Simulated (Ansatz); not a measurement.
Two G0W0 runs on Bi2Te2Pb2S3 (P-3m1).

```xyz
9
Lattice="4.2579 0.0000 0.0000 -2.1289 3.6874 0.0000 0.0000 0.0000 16.9431" Properties=species:S:1:pos:R:3 pbc="T T T"
Bi    0.0000    0.0000    3.3000
Bi    0.0000    0.0000   13.6431
Te    0.0000    2.4583   15.4284
Te    2.1289    1.2291    1.5147
Pb    0.0000    2.4583   10.1867
Pb    2.1289    1.2291    6.7564
S     0.0000    2.4583    5.0519
S     2.1289    1.2291   11.8912
S     0.0000    0.0000    8.4716
```

The cell and positions come from the Crystallography Open Database and are kept as given unless a step says otherwise. Spin-orbit coupling is left out unless a run names it.

The first (Ansatz 0.2.0; start PBE, 3×3×1 mesh, 604 empty bands, screening to 100 eV, PAW set soft_1 files; 1 × NVIDIA H100 80GB HBM3 (shared by 6 runs) with 2 threads of AMD EPYC 7R13 (Zen 3), shared host) gave, on its mesh: starting gap 0.39 eV, G0W0 gap 0.55 eV, RPA ε∞ (mean) 37.77, 11 s.

The second changes files from PAW set soft_1 to hard PAW and mesh from 3×3×1 to 6×6×1. What does it give?

It gave: starting gap 0.38 eV, G0W0 gap 0.58 eV, RPA ε∞ (mean) 21.81, 52 s. The G0W0 gap moves by +0.02 eV, −0.003 eV from the start and +0.03 eV from the correction. Σc changes by −0.23 eV at the valence top and +0.25 eV at the conduction bottom, and Σx − Vxc between them by −0.46 eV.

Limits: not at the basis limit; model gap, bands may invert with spin-orbit coupling; mesh may overstate the screening; no spin-orbit coupling; coarse k mesh.

[Paths, hosts, dates, memory and timing lines, banners, echoed tables and standing remarks are left out of the program output.]

[Logs are printed without paths, hosts, clocks, repeated set-up lines and the standing remarks that a program may print on its own settings, such as how far it seeks lower states.]

[Runs of the session that timed out or met a known fault of the program may be left out.]

[Cells called generated may have been cut or substituted from an entry of the Crystallography Open Database or the Materials Project.]

[Hosts, paths, dates, database ids (printed as entryN), source tags and the programs' standing remarks are cut or masked in the printed files.]
